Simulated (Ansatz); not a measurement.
**Be2Sn (model cell, started as antifluorite): relaxing the cell for a phonon run**

Wanted: the relaxed cell of Be2Sn (model cell, started as antifluorite).

Main program and level: Ansatz 0.2.0; DFT PBEsol, scalar-relativistic, plane waves, PAW.

The structure was built from a prototype and need not be the compound's stable phase.

### 1. Set-up

It takes space group Fm-3m (No. 225, cubic). Conventional cell: a = 5.875 Å, b = 5.875 Å, c = 5.875 Å, α = 90.00°, β = 90.00°, γ = 90.00°. Nearest to Sn lie 8 Be at 2.54 Å. Be has 4 Sn at 2.54 Å nearest. Farther neighbours are not listed.

### 2. Probe on a coarse mesh

A quick single point on a coarse mesh tells whether the cell has a gap and how far it is from rest, which sets the k mesh and smearing that follow.

The input, input.yaml:

```yaml
crystal:
  lattice:
    - [0.0, 2.93756, 2.93756]
    - [2.93756, 0.0, 2.93756]
    - [2.93756, 2.93756, 0.0]
  atoms:
    - { symbol: Sn, position: [0.0, 0.0, 0.0] }
    - { symbol: Be, position: [0.25, 0.25, 0.25] }
    - { symbol: Be, position: [0.75, 0.75, 0.75] }
kpoints:
  mp_grid: { grid: [6, 6, 6] }
hamiltonian:
  xc: pbesol
scf:
  occupations: { method: gaussian, width: 0.1 }
output:
  forces: true
  stress: true
  eigenvalues: true
```

On the command line:

```console
> ansatz run input.yaml --threads 4 --pin off --max-ram 7168MiB --backend cpu --events-out ev --progress --plain --runs-dir out
```

Numbers of over 12 decimals in the logs are rounded to 6 here.

What it wrote:

```text
Engine: ansatz 0.2.0, aarch64-unknown-linux-gnu
Pseudopotentials: kind: paw
Pseudopotential: Sn, paw, valence charge 14, recommended cutoff 420 eV (normal), Sn.paw.azcp
Pseudopotential: Be, paw, valence charge 2, recommended cutoff 420 eV (normal), Be.paw.azcp
Functional definition: PBEsol
  exchange = pbesol_x
  correlation = pbesol_c
Crystal: 3 atoms, lattice volume = 50.698 Å³
[...]
--- Band table (eV; the first three rows and the last of 16) ---
  k-point 0: bands = [... 5 lower, -2.7719, 9.0523, 9.0523, 9.0523, 9.1849, 9.1849, 9.1849, 11.7798]
  k-point 1: bands = [... 5 lower, -2.4621, 6.0515, 7.9811, 7.9811, 10.1036, 10.1587, 10.1587, 12.3921]
  k-point 2: bands = [... 5 lower, -1.5861, 3.2255, 7.2762, 7.2762, 9.9243, 10.0132, 10.0132, 12.3315]
  k-point 15: bands = [... 5 lower, 0.1621, 2.6889, 3.8256, 4.2419, 9.4486, 10.7095, 12.4990, 14.6195]
[key lines of the parts left out:]
SCF converged after 8 iterations
Free energy (F): -6128.868537 eV
Fermi energy:    8.051568 eV
P = ⅓ Tr σ = -4.0978 GPa (-40.978 kbar)
```

Run time: 0.41 s. Hardware: 4 threads of Arm Neoverse V2, shared host; peak memory 0.29 GiB.

Numbers from this step:

```
pressure          : -4.098 GPa
volume per atom   : 16.90 Å³
gap on the k-mesh : 0 eV
```

The coarse mesh shows no gap and a pressure of -4.1 GPa.

### 3. Bringing the structure to rest

Harmonic phonons are second derivatives at a point where the forces vanish, and they are wanted at zero stress, so atoms and cell are relaxed first.

input.yaml, the sections that differ from step 2:

```yaml
kpoints:
  mp_grid: { grid: [12, 12, 12] }
output:
  forces: true
  stress: true
  eigenvalues: true
  write_density: true
  write_potential: true
  elf: true
  volumetric_format: npy
relax:
  adjacent_minimum: "off"
  f_tol: 0.005
  max_steps: 80
  cell: { stress_tol: 0.05 }
# crystal, hamiltonian, scf: as in step 2
```

What it wrote:

```text
[...]
Crystal: 3 atoms, lattice volume = 50.698 Å³
Basis set: ecut = 420 eV, 965 PW (Γ), exchange–correlation on 60×60×60 points (8 copies of the dense FFT grid, shifted against one another)
Bands: 13, of which v1, the nominal top of the filled ones, is band 9 counted from 1 (8 counted from 0)
Symmetry: 48 space group operations
[...]
k-points: 72 of 1728
[...]
SCF iter   1: F=—  HF=-6128.898798 eV  |F-HF|=—  |Δ(HF+E_count)|=         —  Δρ=3.73e-3  dr2=9.08e-3  ethr=1.77e-3  ⟨swp⟩=5.3  Hψ=5431  notcnv=0
[...]
SCF iter   8: F=-6128.897017 eV  HF=-6128.897017 eV  |F-HF|=1.30e-9  |Δ(HF+E_count)|=   9.90e-8  Δρ=1.87e-6  dr2=1.17e-9  ethr=5.56e-10  ⟨swp⟩=9.2  Hψ=6436  notcnv=0
SCF 1 converged in 8 iterations: F = -6128.897017 eV  dr2 = 1.17e-9
[...]
relax step   1: F+E_penalty+E_count = -6128.89701719 eV  Δ(F+E_penalty+E_count) = +0.000e0 eV  max|allowed force component| = 2.352e-17 eV/Å  Δτ_max = 0.0000 Å  P = -4.050 GPa  Ω = 50.698 Å³  (8 SCF iters, dr2 threshold 1.00e-7 eV, accepted)
Crystal: 3 atoms, lattice volume = 46.440 Å³
Basis set: ecut = 420 eV, 893 PW (Γ), exchange–correlation on 60×60×60 points (8 copies of the dense FFT grid, shifted against one another)
[...]
iter 1 solved again at ethr=7.26e-5 eV; its pass at ethr=3.10e-3 eV (dr2=1.31e-2 eV) is discarded
[...]
SCF iter   5: F=-6128.926244 eV  HF=-6128.926244 eV  |F-HF|=1.50e-8  |Δ(HF+E_count)|=   8.97e-7  Δρ=9.21e-6  dr2=2.35e-8  ethr=1.67e-9  ⟨swp⟩=10.6  Hψ=7175  notcnv=0
SCF 2 converged in 5 iterations: F = -6128.926244 eV  dr2 = 2.35e-8
relax step   2: F+E_penalty+E_count = -6128.92624395 eV  Δ(F+E_penalty+E_count) = -2.923e-2 eV  max|allowed force component| = 1.064e-16 eV/Å  Δτ_max = 0.0000 Å  P = +2.369 GPa  Ω = 46.440 Å³  energy of the carried Pulay correction = +6.828e-4 eV  (5 SCF iters, dr2 threshold 3.00e-7 eV, accepted)
Crystal: 3 atoms, lattice volume = 47.925 Å³
Basis set: ecut = 420 eV, 941 PW (Γ), exchange–correlation on 60×60×60 points (8 copies of the dense FFT grid, shifted against one another)
[...]
SCF iter   4: F=-6128.935775 eV  HF=-6128.935775 eV  |F-HF|=1.06e-7  |Δ(HF+E_count)|=   7.90e-7  Δρ=2.32e-5  dr2=2.74e-7  ethr=1.67e-9  ⟨swp⟩=8.9  Hψ=7435  notcnv=0
SCF 3 converged in 4 iterations: F = -6128.935775 eV  dr2 = 2.74e-7
relax step   3: F+E_penalty+E_count = -6128.93577526 eV  Δ(F+E_penalty+E_count) = -9.531e-3 eV  max|allowed force component| = 9.175e-17 eV/Å  Δτ_max = 0.0000 Å  P = -0.196 GPa  Ω = 47.925 Å³  energy of the carried Pulay correction = +4.379e-4 eV  (4 SCF iters, dr2 threshold 3.00e-7 eV, accepted)
[...]
relax step   4: F+E_penalty+E_count = -6128.93586834 eV  Δ(F+E_penalty+E_count) = -9.308e-5 eV  max|allowed force component| = 4.626e-17 eV/Å  Δτ_max = 0.0000 Å  P = -0.008 GPa  Ω = 47.808 Å³  energy of the carried Pulay correction = +4.569e-4 eV  (3 SCF iters, dr2 threshold 9.65e-8 eV, accepted)
[...]
SCF iter   1: F=—  HF=-6128.935403 eV  |F-HF|=—  |Δ(HF+E_count)|=         —  Δρ=4.48e-5  dr2=2.07e-7  ethr=1.49e-6  ⟨swp⟩=2.0  Hψ=7611  notcnv=0
eigensolver tolerance schedule: the retry pair's looser diagonalisation over-reported the residual by 1299.05 of it (diagonalisation noise at 1.68 of the residual, at the tolerance the schedule requests for it); recorded, not acted on — ethr = c·dr2/N_el stays at c = 1.0e-1
[...]
SCF iter   2: F=—  HF=-6128.935411 eV  |F-HF|=—  |Δ(HF+E_count)|=   7.62e-6  Δρ=2.16e-5  dr2=4.94e-8  ethr=1.15e-9  ⟨swp⟩=2.7  Hψ=1642  notcnv=0
[...]
SCF iter   5: F=-6128.935411 eV  HF=-6128.935411 eV  |F-HF|=3.64e-12  |Δ(HF+E_count)|=    0.00e0  Δρ=9.12e-8  dr2=1.31e-12  ethr=1.00e-12  ⟨swp⟩=6.1  Hψ=4149  notcnv=0
SCF 5 converged in 5 iterations: F = -6128.935411 eV  dr2 = 1.31e-12
relax step   5: F+E_penalty+E_count = -6128.93541078 eV  Δ(F+E_penalty+E_count) = +4.576e-4 eV  max|allowed force component| = 6.168e-17 eV/Å  Δτ_max = 0.0000 Å  P = -0.008 GPa  Ω = 47.808 Å³  stress off target by 7.86e-3 GPa  SCF on the basis re-selected at this cell (its energy is not comparable with the rows above)  (5 SCF iters)
basis re-selected at this cell: Δ(F+E_penalty+E_count) = +4.576e-4 eV, ΔP = -0.000 GPa vs the last step (what re-selecting the basis moved, of the pressure what is left beyond the Pulay correction that the steps carried, after the strain that the cell walked since its last selection, with what the two solves' SCF thresholds leave and, on support functions, any second-order correction that the steps lacked; it is no m [...]
SCF converged after 5 iterations
Free energy (F): -6128.935411 eV
[...]
Internal energy: -6128.933626 eV  (E = F + TS)
E sigma→0 (E₀):  -6128.934519 eV
Entropy (-TS):   -0.001784 eV (-0.595 meV/atom)
Fermi energy:    8.936245 eV
[...]
--- Stress (GPa, compression-positive) ---
       -0.007857       0.000000      -0.000000
        0.000000      -0.007857       0.000000
        0.000000       0.000000      -0.007857
  P = ⅓ Tr σ = -0.0079 GPa (-0.079 kbar)
--- Band table (eV; the first three rows and the last of 72) ---
  k-point 0: bands = [... 5 lower, -2.4665, 9.7333, 9.7333, 9.7333, 9.9529, 9.9529, 9.9529, 12.8136]
  k-point 1: bands = [... 5 lower, -2.3849, 8.3065, 9.1940, 9.1940, 10.4935, 10.4935, 10.7939, 13.0177]
  k-point 2: bands = [... 5 lower, -2.1418, 6.6585, 8.6464, 8.6464, 10.9225, 10.9225, 11.0185, 13.3424]
  k-point 71: bands = [... 5 lower, 0.6919, 3.6715, 3.6715, 4.5091, 11.7373, 11.7373, 13.1480, 13.6025]
--- Relaxed structure (4 steps of the walk, 4 accepted, 1 SCFs on fresh bases) ---
  F+E_penalty+E_count = -6128.93541078 eV   max|allowed force component| = 6.168e-17 eV/Å   (the final SCF, on the basis selected at the relaxed cell)
  cell:  # Å, volume = 47.8083 Å³
    - [0, 2.880653, 2.880653]
    - [2.880653, 0, 2.880653]
    - [2.880653, 2.880653, 0]
  atoms:
    - { symbol: Sn, position: [0, 0, 0] }
    - { symbol: Be, position: [0.25, 0.25, 0.25] }
    - { symbol: Be, position: [0.750000, 0.750000, 0.750000] }
```

Elapsed: 4.1 s, on 4 threads; peak memory 0.38 GiB.

The steps of the relaxation:

| step | energy less that of the first step (eV) | largest force component (eV/Å) | pressure (GPa) | volume (Å³) |
| --- | --- | --- | --- | --- |
| 1 | 0.0000 | 0.0000 | -4.05 | 50.70 |
| 2 | -0.0292 | 0.0000 | 2.37 | 46.44 |
| 3 | -0.0388 | 0.0000 | -0.20 | 47.93 |
| 4 | -0.0389 | 0.0000 | -0.01 | 47.81 |
| 5* | -0.0384 | 0.0000 | -0.01 | 47.81 |

Relaxation steps marked * repeat the geometry before them on a plane-wave basis chosen anew for their cell, so energy and pressure can jump there.

Forces are held to the 48 operations that the run works with; a distortion that breaks them can't arise in this run.

| conventional cell, symmetrised | before | after | change |
| --- | --- | --- | --- |
| a (Å) | 5.875 | 5.761 | -1.9 % |
| b (Å) | 5.875 | 5.761 | -1.9 % |
| c (Å) | 5.875 | 5.761 | -1.9 % |
| volume (Å³/atom) | 16.90 | 15.94 | -5.7 % |

Final coordinates:

```xyz
3
Lattice="0.0000 2.8807 2.8807 2.8807 0.0000 2.8807 2.8807 2.8807 0.0000" Properties=species:S:1:pos:R:3 pbc="T T T"
Sn    0.0000    0.0000    0.0000
Be    1.4403    1.4403    1.4403
Be    4.3210    4.3210    4.3210
```

Numbers from this step:

```yaml
pressure: -0.007857 GPa
volume_per_atom: 15.94 Å³
```

Electrostatic potential energy in the ac plane of a cell with a along [110], b along [-110] and c along [001] of the cube at fractional y = 0.000, with atoms of Sn and Be within 0.2 Å of it. With pseudopotentials it is smooth inside the atoms' cores, unlike the true potential.

Ten even steps from '_' (-34 eV) to '@' (20 eV), each cell a mean:
```
@@%%==**########**==%%@@@@++++##########++++@@
**==++####****####++++**++==**##******##**==++
++**####++::::++####**++++**##**--::--**##**++
######**--____--**############++____..++######
%%%%%%##--____--##%%%%%%%%%%##++..__..++##%%%%
%%%%%%##**====**##%%%%%%%%%%%%##++==++##%%%%%%
%%%%%%%%########%%%%%%%%%%%%%%########%%%%%%%%
%%%%%%%%%%%%%%%%%%%%%%%%%%%%%%%%%%%%%%%%%%%%%%
%%%%%%%%%%####%%%%%%%%%%%%%%%%%%######%%%%%%%%
%%%%%%####****####%%%%%%%%%%%%##******##%%%%%%
%%%%%%##++::::++##%%%%%%%%%%##**--..--**##%%%%
%%%%##**--____--**##%%%%%%%%##++____..++##%%%%
**####**--____--**####****####++..__..++####**
==++**##**====**##**======++****++==++****++==
%%**==**########**==**%%%%==++##########++==%%
@@%%==**##%%%%##**==@@@@@@**++##%%%%%%##++**@@
```
Columns run along a (8.1 Å; values clipped at the 3rd and 97th percentile), rows up along c (5.8 Å), edges of the conventional cell, whose origin can differ from the input's. Atoms in or near the plane, at fractional coordinates: Sn at (0.00, 0.00), Sn at (0.50, 0.00), Be at (0.25, 0.25), Be at (0.75, 0.25), Be at (0.25, 0.75), Be at (0.75, 0.75).

ELF in the ac plane of a cell with a along [110], b along [-110] and c along [001] of the cube at fractional y = 0.000, with atoms of Sn and Be within 0.2 Å of it. It is the smooth field of the valence electrons, not physical close to the nuclei.

Ten even steps from '_' (0.00) to '@' (0.69), each cell a mean:
```
__..==**%%####%%**==..____::++%%%%##%%##++::__
::--++%%@@****@@%%++--::::==**@@%%**%%@@**==::
==++##@@##::::##@@##++====**@@@@==..==@@%%**==
++**%%##--____--##%%**++++##%%**..__..**%%##++
====++==::____::++++========++--______--++====
....::------------::......::--------------::..
____..--++****++--..________::==******==::____
____..::++####++::..________..==**##**==..____
____..--++####++::..________::==**##**==..____
__....--==++++==--....____..::==++++++==::..__
::::--==::....::----::::::--==--::....--==--::
++++****::____::****++++++****==______==****++
++**%%@@++____++@@%%**++++##@@##::__::##@@##++
--==**@@%%====%%@@**==--==++%%@@**--**@@%%++==
__::==##@@####@@##==::__..--**%%%%##%%%%++--..
____--**%%####%%**--______::==##%%##%%##==::__
```
Columns run along a (8.1 Å), rows up along c (5.8 Å), edges of the conventional cell, whose origin can differ from the input's. Atoms in or near the plane, at fractional coordinates: Sn at (0.00, 0.00), Sn at (0.50, 0.00), Be at (0.25, 0.25), Be at (0.75, 0.25), Be at (0.25, 0.75), Be at (0.75, 0.75).

Valence density in the ac plane of a cell with a along [110], b along [-110] and c along [001] of the cube at fractional y = 0.000, with atoms of Sn and Be within 0.2 Å of it. It is the smooth field of the valence electrons, not physical close to the nuclei.

Ten steps, logarithmic in the rise over the least value, from '0' (0 e/Å³) to '9' (14 e/Å³), each cell a mean:
```
97421111247986321112368
65322112235664221112246
33222112223332221112223
11111001111111111011111
01111111111001111111110
00011111100000011111000
00001111000000011111000
00001111000000001110000
00001111000000011111000
00001111000000011111000
00011111100000111111100
11111001111111111011111
22221111222222221112222
44222112224443221112234
86422112246875321112357
98521111258996321112369
```
Columns run along a (8.1 Å), rows up along c (5.8 Å), edges of the conventional cell, whose origin can differ from the input's. Atoms in or near the plane, at fractional coordinates: Sn at (0.00, 0.00), Sn at (0.50, 0.00), Be at (0.25, 0.25), Be at (0.75, 0.25), Be at (0.25, 0.75), Be at (0.75, 0.75).

In this step the volume went from 16.90 to 15.94 Å³/atom.

### 4. Tight relaxation

Phonons need a cell at rest on their own settings, so the relaxation is repeated with tight tolerances on forces and stress on the k mesh and occupations of the first response run.

input.yaml, the sections that differ from step 3:

```yaml
crystal:
  lattice:
    - [0.0, 2.8806534513, 2.8806534513]
    - [2.8806534513, 0.0, 2.8806534513]
    - [2.8806534513, 2.8806534513, 0.0]
  atoms:
    - { symbol: Sn, position: [0.0, 0.0, 0.0] }
    - { symbol: Be, position: [0.25, 0.25, 0.25] }
    - { symbol: Be, position: [0.75, 0.75, 0.75] }
scf:
  occupations: { method: methfessel_paxton, width: 0.15 }
relax:
  adjacent_minimum: "off"
  f_tol: 0.001
  max_steps: 60
  cell: { stress_tol: 0.01 }
# kpoints, hamiltonian, output: as in step 3
```

What it wrote:

```text
[...]
Crystal: 3 atoms, lattice volume = 47.808 Å³
Basis set: ecut = 420 eV, 941 PW (Γ), exchange–correlation on 60×60×60 points (8 copies of the dense FFT grid, shifted against one another)
Bands: 13, of which v1, the nominal top of the filled ones, is band 9 counted from 1 (8 counted from 0)
Symmetry: 48 space group operations
[...]
k-points: 72 of 1728
[...]
--- Relaxed structure (1 steps of the walk, 1 accepted, 1 SCFs on fresh bases) ---
[...]
cell:  # Å, volume = 47.8083 Å³
    - [0.0, 2.8806534513, 2.8806534513]
    - [2.8806534513, 0.0, 2.8806534513]
    - [2.8806534513, 2.8806534513, 0.0]
  atoms:
    - { symbol: Sn, position: [0.0, 0.0, 0.0] }
    - { symbol: Be, position: [0.25, 0.25, 0.25] }
    - { symbol: Be, position: [0.75, 0.75, 0.75] }
[key lines of the parts left out:]
SCF converged after 4 iterations
Free energy (F): -6128.934175 eV
Fermi energy:    8.944193 eV
P = ⅓ Tr σ = -0.0075 GPa (-0.075 kbar)
```

The job ended after 1.8 s (4 threads; peak memory 0.37 GiB).

Little changed from the start: no atom moved by 0.005 Å and no cell edge by 0.1 %.

This step gave:

* pressure: -0.007520 GPa

Electrostatic potential energy in the ac plane of a cell with a along [110], b along [-110] and c along [001] of the cube at fractional y = 0.000, with atoms of Sn and Be within 0.2 Å of it. With pseudopotentials it is smooth inside the atoms' cores, unlike the true potential.

Values in eV, 9 rows by 16 columns, each cell a mean:
```
 12  -6   3   6   6   6  -6   7  12  -6   3   6   6   6  -6   7
 -2   3   3 -17 -23  -2   5  -1  -2   3   3 -17 -23  -2   5  -1
 10  10   3 -23 -29  -4   9  10  10  10   3 -23 -29  -4   9  10
 12  11   9   4   2   7  11  12  12  11   9   4   2   7  11  12
 12  12  11   9   9  10  12  12  12  12  11   9   9  10  12  12
 12  11   8  -2  -5   5  10  12  12  11   8  -2  -5   5  10  12
  9   9   2 -27 -32  -6   8   9   9   9   2 -27 -32  -6   8   9
 -4  -1   4  -9 -14   1   2  -4  -4  -1   4  -9 -14   1   2  -4
 18  -4   3   8   8   6  -7  13  18  -4   3   8   8   6  -7  13
```
Columns run along a (8.1 Å; values clipped at the 3rd and 97th percentile), rows up along c (5.8 Å), edges of the conventional cell, whose origin can differ from the input's. Atoms in or near the plane, at fractional coordinates: Sn at (0.00, 0.00), Sn at (0.50, 0.00), Be at (0.25, 0.25), Be at (0.75, 0.25), Be at (0.25, 0.75), Be at (0.75, 0.75).

Valence density in the ac plane of a cell with a along [110], b along [-110] and c along [001] of the cube at fractional y = 0.000, with atoms of Sn and Be within 0.2 Å of it. It is the smooth field of the valence electrons, not physical close to the nuclei.

Ten steps, logarithmic in the rise over the least value, from '_' (0 e/Å³) to '@' (14 e/Å³), each cell a mean:
```
@@##==::........::==##@@%%**--::......::--**%%
**++--::::....::::--++****==::::......::::==**
----::::::....::::::------::::::......::::::--
..........____....................__..........
__....................____..................__
______............____________..........______
________........______________..........______
________........________________......________
________........______________..........______
________........______________..........______
______............__________..............____
..........____....................__..........
::::::::........::::::::::::::::......::::::::
====::::::....::::::======--::::......::::--==
%%**==::::....::::==**%%##++--::......::--++##
@@%%++::........::++%%@@@@**--::......::--**@@
```
Columns run along a (8.1 Å), rows up along c (5.8 Å), edges of the conventional cell, whose origin can differ from the input's. Atoms in or near the plane, at fractional coordinates: Sn at (0.00, 0.00), Sn at (0.50, 0.00), Be at (0.25, 0.25), Be at (0.75, 0.25), Be at (0.25, 0.75), Be at (0.75, 0.75).

ELF in the ac plane of a cell with a along [110], b along [-110] and c along [001] of the cube at fractional y = 0.000, with atoms of Sn and Be within 0.2 Å of it. It is the smooth field of the valence electrons, not physical close to the nuclei.

Ten even steps from '0' (0.00) to '9' (0.69), each cell a mean:
```
01468778641002588787520
23589669853224698689642
45797227975446994149864
56873003786557861016875
44542002554444530003544
11233333321112333333321
00135665310000246664200
00125775210000146764100
00135775210000246764100
01134554311001245554210
22342112332223432113432
55662002665556640004665
56895005986557972027975
34698448964345896369854
02479779742013688788531
00368778630002478787420
```
Columns run along a (8.1 Å), rows up along c (5.8 Å), edges of the conventional cell, whose origin can differ from the input's. Atoms in or near the plane, at fractional coordinates: Sn at (0.00, 0.00), Sn at (0.50, 0.00), Be at (0.25, 0.25), Be at (0.75, 0.25), Be at (0.25, 0.75), Be at (0.75, 0.75).

The forces vanish by symmetry and the pressure is -0.008 GPa, within the tolerances set. The cell now holds 15.94 Å³/atom.

### 5. Summary of results

| Property | Result |
| --- | --- |
| space group after relaxation (within 0.01 Å) | Fm-3m |
| lattice constant a | 5.761 Å |
| lattice constant b | 5.761 Å |
| lattice constant c | 5.761 Å |
| volume per atom | 15.9 Å³ |

In words: The forces vanish by symmetry and the pressure is -0.008 GPa, within the tolerances set. The cell now holds 15.94 Å³/atom. The relaxation keeps the symmetry of its start, so it says nothing on stability against lower symmetry. Spin-orbit coupling is left out, which can matter for the heavy elements here. The starting cell was built on a prototype and not taken from a measurement, so the phase need not exist.

[Logs are printed without paths, hosts, clocks, repeated set-up lines and the standing remarks that a program may print on its own settings, such as how far it seeks lower states.]

[Hosts, paths, dates, database ids (printed as entryN), source tags and the programs' standing remarks are cut or masked in the printed files.]
